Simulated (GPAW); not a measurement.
# A 8-layer slab of Nb(100) in an electric field

How does a 8-layer slab of Nb(100) screen a perpendicular field?

Main program and level: GPAW 26.7.0; GPAW, PAW setups; slab in vacuum, relaxation, in the first sound run; inputs show where later runs differ.

**1. Starting point**

The cell holds 8 atoms: 8 Nb. Its edges and angles: a = 3.300 Å, b = 3.300 Å, c = 25.550 Å, α = 90.0°, β = 90.0°, γ = 90.0°. Vacuum lies along c.

Structure file:

```cif
data_structure
_symmetry_space_group_name_H-M 'P 1'
_symmetry_Int_Tables_number 1
_cell_length_a 3.3000
_cell_length_b 3.3000
_cell_length_c 25.5500
_cell_angle_alpha 90.000
_cell_angle_beta 90.000
_cell_angle_gamma 90.000
_cell_volume 278.24
loop_
_atom_site_label
_atom_site_type_symbol
_atom_site_fract_x
_atom_site_fract_y
_atom_site_fract_z
_atom_site_occupancy
Nb1 Nb 0.50000 0.50000 0.27397 1
Nb2 Nb 0.00000 0.00000 0.33855 1
Nb3 Nb 0.50000 0.50000 0.40313 1
Nb4 Nb 0.00000 0.00000 0.46771 1
Nb5 Nb 0.50000 0.50000 0.53229 1
Nb6 Nb 0.00000 0.00000 0.59687 1
Nb7 Nb 0.50000 0.50000 0.66145 1
Nb8 Nb 0.00000 0.00000 0.72603 1
```

**2. Relaxing the atoms**

The atoms are relaxed first, since the surface dipole, and with it the work function, follows the positions of the outer layers. The lowest 4 atoms are held at bulk positions and keep their forces.

Input file run.py:

```python
import json
import numpy as np
from ase import Atoms
from ase.constraints import FixAtoms
from ase.optimize import BFGS
from gpaw import GPAW, PW

slab = Atoms(
    ['Nb', 'Nb', 'Nb', 'Nb', 'Nb', 'Nb', 'Nb', 'Nb'],
    positions=[
        [1.65000, 1.65000, 7.00000],
        [0.00000, 0.00000, 8.65000],
        [1.65000, 1.65000, 10.30000],
        [0.00000, 0.00000, 11.95000],
        [1.65000, 1.65000, 13.60000],
        [0.00000, 0.00000, 15.25000],
        [1.65000, 1.65000, 16.90000],
        [0.00000, 0.00000, 18.55000]],
    cell=[[3.3, 0.0, 0.0], [0.0, 3.3, 0.0], [0.0, 0.0, 25.55]],
    pbc=[True, True, False])

slab.calc = GPAW(mode=PW(400), xc='PBE', kpts={'size': (10, 10, 1), 'gamma': True},
                 occupations={'name': 'fermi-dirac', 'width': 0.1}, nbands='160%',
                 convergence={'density': 1e-05}, maxiter=200,
                 poissonsolver={'dipolelayer': 'xy'},
                 symmetry={'tolerance': 1e-3, 'extra_ids': [1, 1, 1, 1, 0, 0, 0, 0]}, txt='slab.txt')
result = {}
slab.set_constraint(FixAtoms([0, 1, 2, 3]))
path = []
opt = BFGS(slab, maxstep=0.2)
opt.attach(lambda: path.append((slab.get_potential_energy(), slab.positions.tolist(), slab.get_forces().tolist())))
result['relaxed'] = bool(opt.run(fmax=0.03, steps=40))
result['path'] = path
energy = slab.get_potential_energy()
fermi = slab.calc.get_fermi_level()
v = slab.calc.get_electrostatic_potential().mean((0, 1)) - fermi
n = slab.calc.get_pseudo_density().mean((0, 1))
L = slab.cell[2, 2]
z = np.arange(len(v)) * L / len(v)
low, high = slab.positions[:, 2].min(), slab.positions[:, 2].max()
below, above = np.interp([low - 4.8, high + 4.8], z, v)
slopes = [np.interp(x, z, np.gradient(v, z)) for x in (low - 4.8, high + 4.8)]
eps = np.array([[slab.calc.get_eigenvalues(k, s) for k in range(len(slab.calc.get_ibz_k_points()))]
                for s in range(slab.calc.get_number_of_spins())]) - fermi
top, bottom = eps[eps < 0].max(), eps[eps > 0].min()
dipole = slab.get_dipole_moment()[2]
print(f'energy {energy:.4f} eV, Fermi level {fermi:.4f} eV, dipole {dipole:.5f} e A')
print(f'potential 4.8 A off the faces, from the Fermi level: lower {below:.4f} eV, upper {above:.4f} eV')
print(f'slope of the potential there: lower {slopes[0]:.5f}, upper {slopes[1]:.5f} eV/A')
print(f'nearest levels on the mesh: {top:.4f} and {bottom:.4f} eV')
print('magnetic moment', round(slab.get_magnetic_moment(), 3))
result.update(energy=energy, fermi=fermi, dipole=dipole, below=below, above=above, slopes=slopes, edges=[top, bottom],
              z=z.tolist(), v=v.tolist(), n=n.tolist(), positions=slab.positions.tolist(),
              forces=slab.get_forces(apply_constraint=False).tolist(), moments=slab.get_magnetic_moments().tolist())
json.dump(result, open('result.json', 'w'))
```

Command:

```bash
$ OMP_NUM_THREADS=1 OPENBLAS_NUM_THREADS=1 python run.py
```

The log of the run:

```text
Step          Energy          fmax
BFGS:    0      -79.463320        1.090792
BFGS:    1      -79.494890        0.972777
BFGS:    2      -79.575712        0.416217
BFGS:    3      -79.580391        0.155741
BFGS:    4      -79.581596        0.141960
BFGS:    5      -79.585049        0.092503
BFGS:    6      -79.585198        0.081919
BFGS:    7      -79.586412        0.085654
BFGS:    8      -79.586699        0.105704
BFGS:    9      -79.587170        0.110714
BFGS:   10      -79.587882        0.083036
BFGS:   11      -79.588264        0.035251
BFGS:   12      -79.588350        0.009964
energy -79.4235 eV, Fermi level 4.2987 eV, dipole 0.00750 e A
potential 4.8 A off the faces, from the Fermi level: lower 3.7402 eV, upper 3.6161 eV
slope of the potential there: lower -0.00357, upper 0.00304 eV/A
nearest levels on the mesh: -0.0044 and 0.0344 eV
magnetic moment 0.0
```

It took 25 min on 1 thread of Intel Xeon 6975P-C (Granite Rapids), shared host; peak memory 0.37 GiB.

The steps of the relaxation:

```
step  energy less that of the first step (eV)  largest force (eV/Å)
   1                                   0.0000                1.0908
   2                                  -0.0331                0.9728
   3                                  -0.1261                0.4162
   4                                  -0.1284                0.1557
   5                                  -0.1297                0.1420
   6                                  -0.1340                0.0925
   7                                  -0.1342                0.0819
   8                                  -0.1360                0.0857
   9                                  -0.1364                0.1057
  10                                  -0.1371                0.1107
  11                                  -0.1381                0.0830
  12                                  -0.1388                0.0353
  13                                  -0.1389                0.0100
```

The atoms that moved most (Å):

```
atom     dx     dy      dz  length
 Nb8  0.000  0.000  -0.175   0.175
 Nb5  0.000  0.000  -0.031   0.031
 Nb7  0.000  0.000   0.022   0.022
 Nb6  0.000  0.000   0.019   0.019
```

Final coordinates:

```xyz
8
Lattice="3.3000 0.0000 0.0000 0.0000 3.3000 0.0000 0.0000 0.0000 25.5500" Properties=species:S:1:pos:R:3
Nb    1.6500    1.6500    7.0000
Nb    0.0000    0.0000    8.6500
Nb    1.6500    1.6500   10.3000
Nb    0.0000    0.0000   11.9500
Nb    1.6500    1.6500   13.5688
Nb    0.0000    0.0000   15.2687
Nb    1.6500    1.6500   16.9220
Nb    0.0000    0.0000   18.3748
```

This step gave:

```yaml
dipole_along_the_normal: 0.007500 e·Å
levels_nearest_the_fermi_level_on_the_mesh: -0.004427, 0.03441 eV from the Fermi level
upper_work_function: 3.616 eV
lower_work_function: 3.740 eV
```

The electrostatic potential energy of an electron (without an applied field's), less the Fermi level, planar mean oscillates, so the rows of the table below give means over windows of 1.6 Å about each position, cut where the curve ends. Its maxima inside the range that stand out by 2 % of the span (Å: eV): 7.9: -6.36, 9.5: -6.35, 11.2: -6.39, 12.8: -6.68, 14.4: -5.74, 16.1: -6.34, 17.7: -9.37. Its minima: 7.0: -17.4, 8.6: -17.0, 10.3: -17.1, 11.9: -17.0, 13.5: -16.9, 15.2: -17.0, 16.9: -17.2, 18.3: -17.5.

Table of electrostatic potential energy of an electron (without an applied field's), less the Fermi level, planar mean by z; means over each step:

z (Å), electrostatic potential energy of an electron (without an applied field's), less the Fermi level, planar mean (eV) and a bar from the least value:
```
     0.80        3.7 ##############################
     2.40        3.7 ##############################
     4.00        3.6 ##############################
     5.60        0.8 ########################
     7.20      -11.6 #
     8.80      -11.5 #
    10.40      -11.6 #
    12.00      -11.6 #
    13.60      -11.5 #
    15.20      -11.5 #
    16.80      -12.0 
    18.40      -11.8 
    20.00        1.9 ##########################
    21.60        3.6 ##############################
    23.20        3.6 ##############################
    24.80        3.6 ##############################
```

The pseudo valence density, planar mean oscillates, so the rows of the table below give means over windows of 1.7 Å about each position, cut where the curve ends. Its maxima inside the range that stand out by 2 % of the span (Å: e/Å³): 7.0: 1.13, 8.7: 1.13, 10.2: 1.13, 11.9: 1.16, 13.6: 1.14, 15.3: 1.14, 17.0: 1.13, 18.3: 1.14. Its minima: 7.9: 0.413, 9.4: 0.414, 11.1: 0.402, 12.8: 0.415, 14.5: 0.378, 16.2: 0.409, 17.7: 0.518.

The pseudo valence density, planar mean by z; means over each step:

```
z (Å)  pseudo valence density, planar mean (e/Å³)
 0.85                                      3.9e-6
 2.55                                      1.4e-4
 4.25                                     0.00459
 5.95                                       0.228
 7.65                                       0.727
 9.35                                       0.733
11.05                                       0.735
12.75                                       0.753
14.45                                       0.704
16.15                                       0.736
17.85                                       0.825
19.55                                       0.170
21.25                                     0.00335
22.95                                      9.4e-5
```

The relaxation lowered the energy of the cell by 0.139 eV (energies extrapolated to zero smearing; the optimiser's log prints free energies). The largest force left on a free atom is 0.0100 eV/Å.

**3. The slab's potential**

With the geometry fixed, the planar mean of the potential gives the vacuum level on each side.

This step: GPAW, PAW setups; slab in vacuum (GPAW 26.7.0).

run.py: that of step 2 with these lines changed.

```diff
@@ -3,4 +3,2 @@
 from ase import Atoms
-from ase.constraints import FixAtoms
-from ase.optimize import BFGS
 from gpaw import GPAW, PW
@@ -14,6 +12,6 @@
         [0.00000, 0.00000, 11.95000],
-        [1.65000, 1.65000, 13.60000],
-        [0.00000, 0.00000, 15.25000],
-        [1.65000, 1.65000, 16.90000],
-        [0.00000, 0.00000, 18.55000]],
+        [1.65000, 1.65000, 13.56884],
+        [0.00000, -0.00000, 15.26870],
+        [1.65000, 1.65000, 16.92196],
+        [0.00000, 0.00000, 18.37482]],
     cell=[[3.3, 0.0, 0.0], [0.0, 3.3, 0.0], [0.0, 0.0, 25.55]],
@@ -25,10 +23,4 @@
                  poissonsolver={'dipolelayer': 'xy'},
-                 symmetry={'tolerance': 1e-3, 'extra_ids': [1, 1, 1, 1, 0, 0, 0, 0]}, txt='slab.txt')
+                 symmetry={'tolerance': 1e-3}, txt='slab.txt')
 result = {}
-slab.set_constraint(FixAtoms([0, 1, 2, 3]))
-path = []
-opt = BFGS(slab, maxstep=0.2)
-opt.attach(lambda: path.append((slab.get_potential_energy(), slab.positions.tolist(), slab.get_forces().tolist())))
-result['relaxed'] = bool(opt.run(fmax=0.03, steps=40))
-result['path'] = path
 energy = slab.get_potential_energy()
```

The log of the run:

```text
energy -79.4235 eV, Fermi level 4.2987 eV, dipole 0.00739 e A
potential 4.8 A off the faces, from the Fermi level: lower 3.7397 eV, upper 3.6166 eV
slope of the potential there: lower -0.00356, upper 0.00303 eV/A
nearest levels on the mesh: -0.0045 and 0.0344 eV
magnetic moment 0.0
```

Run time: 3.2 min. Hardware: 1 thread; peak memory 0.36 GiB.

Numbers from this step:

```
dipole along the normal                    : 0.007389 e·Å
levels nearest the Fermi level on the mesh : -0.004529, 0.03440 eV from the Fermi level
upper work function                        : 3.617 eV
```

The electrostatic potential energy of an electron (without an applied field's), less the Fermi level, planar mean oscillates, so the rows of the table below give means over windows of 1.6 Å about each position, cut where the curve ends. Its maxima inside the range that stand out by 2 % of the span (Å: eV): 7.9: -6.36, 9.5: -6.35, 11.2: -6.39, 12.8: -6.68, 14.4: -5.74, 16.1: -6.34, 17.7: -9.37. Its minima: 7.0: -17.4, 8.6: -17.0, 10.3: -17.1, 11.9: -17.0, 13.5: -16.9, 15.2: -17.0, 16.9: -17.2, 18.3: -17.5.

The electrostatic potential energy of an electron (without an applied field's), less the Fermi level, planar mean by z; means over each step:

```
z (Å)  electrostatic potential energy of an electron (without an applied field's), less the Fermi level, planar mean (eV)
 0.80                                                                                                                3.73
 2.40                                                                                                                3.74
 4.00                                                                                                                3.63
 5.60                                                                                                               0.803
 7.20                                                                                                               -11.6
 8.80                                                                                                               -11.5
10.40                                                                                                               -11.6
12.00                                                                                                               -11.6
13.60                                                                                                               -11.5
15.20                                                                                                               -11.5
16.80                                                                                                               -12.0
18.40                                                                                                               -11.8
20.00                                                                                                                1.87
21.60                                                                                                                3.56
23.20                                                                                                                3.62
24.80                                                                                                                3.62
```

The pseudo valence density, planar mean oscillates, so the rows of the table below give means over windows of 1.7 Å about each position, cut where the curve ends. Its maxima inside the range that stand out by 2 % of the span (Å: e/Å³): 7.0: 1.13, 8.7: 1.13, 10.2: 1.13, 11.9: 1.16, 13.6: 1.14, 15.3: 1.14, 17.0: 1.13, 18.3: 1.14. Its minima: 7.9: 0.413, 9.4: 0.414, 11.1: 0.402, 12.8: 0.415, 14.5: 0.378, 16.2: 0.409, 17.7: 0.518.

Table of pseudo valence density, planar mean by z; means over each step:

z (Å), pseudo valence density, planar mean (e/Å³) and a bar:
```
     0.85       0.00 
     2.55       0.00 
     4.25       0.00 
     5.95       0.23 ########
     7.65       0.73 ##########################
     9.35       0.73 ###########################
    11.05       0.73 ###########################
    12.75       0.75 ###########################
    14.45       0.70 ##########################
    16.15       0.74 ###########################
    17.85       0.82 ##############################
    19.55       0.17 ######
    21.25       0.00 
    22.95       0.00
```

Force by atom:

```
atom  x (eV/Å)  y (eV/Å)  z (eV/Å)  size
 Nb1      0.00      0.00      1.12  1.12
 Nb2      0.00      0.00     -0.99  0.99
 Nb3      0.00      0.00     -0.48  0.48
 Nb4      0.00      0.00      0.35  0.35
 Nb5      0.00      0.00      0.00  0.00
 Nb6      0.00      0.00      0.01  0.01
 Nb7      0.00      0.00      0.00  0.00
 Nb8      0.00      0.00      0.00  0.00
```

The potential is flat to 0.004 eV/Å where it is read, so the vacuum is wide enough.

**4. In a field**

A uniform field along the normal polarises the slab; the atoms stay fixed, so this is the electronic response alone.

run.py: that of step 3 with these lines changed.

```diff
@@ -4,2 +4,3 @@
 from gpaw import GPAW, PW
+from gpaw.external import ConstantElectricField
 
@@ -23,2 +24,3 @@
                  poissonsolver={'dipolelayer': 'xy'},
+                 external=ConstantElectricField(-0.2, [0, 0, 1]),
                  symmetry={'tolerance': 1e-3}, txt='slab.txt')
```

The log of the run:

```text
energy -79.4409 eV, Fermi level 4.3035 eV, dipole -0.18523 e A
potential 4.8 A off the faces, from the Fermi level: lower 2.1275 eV, upper 5.2039 eV
slope of the potential there: lower -0.00232, upper 0.00500 eV/A
nearest levels on the mesh: -0.0048 and 0.0345 eV
magnetic moment 0.0
```

It took 6.2 min on 1 thread; peak memory 0.67 GiB.

This step gave:

```yaml
dipole_along_the_normal: -0.1852 e·Å
levels_nearest_the_fermi_level_on_the_mesh: -0.004819, 0.03446 eV from the Fermi level
potential_below_the_slab_the_applied_field_s_own_ramp_left_out: 2.127 eV from the Fermi level
potential_above_the_slab_the_applied_field_s_own_ramp_left_out: 5.204 eV from the Fermi level
```

The electrostatic potential energy of an electron (without an applied field's), less the Fermi level, planar mean oscillates, so the rows of the table below give means over windows of 1.6 Å about each position, cut where the curve ends. Its maxima inside the range that stand out by 2 % of the span (Å: eV): 7.9: -7.34, 9.5: -7.01, 11.2: -6.71, 12.8: -6.68, 14.4: -5.42, 16.1: -5.68, 17.7: -8.39, 25.0: 5.21. Its minima: 7.0: -18.5, 8.6: -17.8, 10.3: -17.6, 11.9: -17.2, 13.5: -16.8, 15.2: -16.5, 16.9: -16.4, 18.3: -16.4.

The electrostatic potential energy of an electron (without an applied field's), less the Fermi level, planar mean by z; means over each step:

z (Å), electrostatic potential energy of an electron (without an applied field's), less the Fermi level, planar mean (eV) and a bar from the least value:
```
     0.80        2.3 #########################
     2.40        2.1 #########################
     4.00        2.0 #########################
     5.60       -0.6 ####################
     7.20      -12.7 
     8.80      -12.3 #
    10.40      -12.1 #
    12.00      -11.8 #
    13.60      -11.3 ##
    15.20      -11.0 ###
    16.80      -11.2 ##
    18.40      -10.7 ###
    20.00        3.3 ###########################
    21.60        5.1 ##############################
    23.20        5.2 ##############################
    24.80        5.1 ##############################
```

Force by atom:

```
atom  x (eV/Å)  y (eV/Å)  z (eV/Å)  size
 Nb1      0.00      0.00      1.13  1.13
 Nb2      0.00      0.00     -1.00  1.00
 Nb3      0.00      0.00     -0.48  0.48
 Nb4      0.00      0.00      0.35  0.35
 Nb5      0.00      0.00      0.00  0.00
 Nb6      0.00      0.00      0.01  0.01
 Nb7      0.00      0.00     -0.01  0.01
 Nb8      0.00      0.00      0.01  0.01
```

The dipole is now -0.185 e Å, against 0.0074 in the run without a field.

(Continued in part 2 of 3.)

[Logs are printed without paths, hosts, clocks, repeated set-up lines and the standing remarks that a program may print on its own settings, such as how far it seeks lower states.]

[Hosts, paths, dates, database ids (printed as entryN), source tags and the programs' standing remarks are cut or masked in the printed files.]
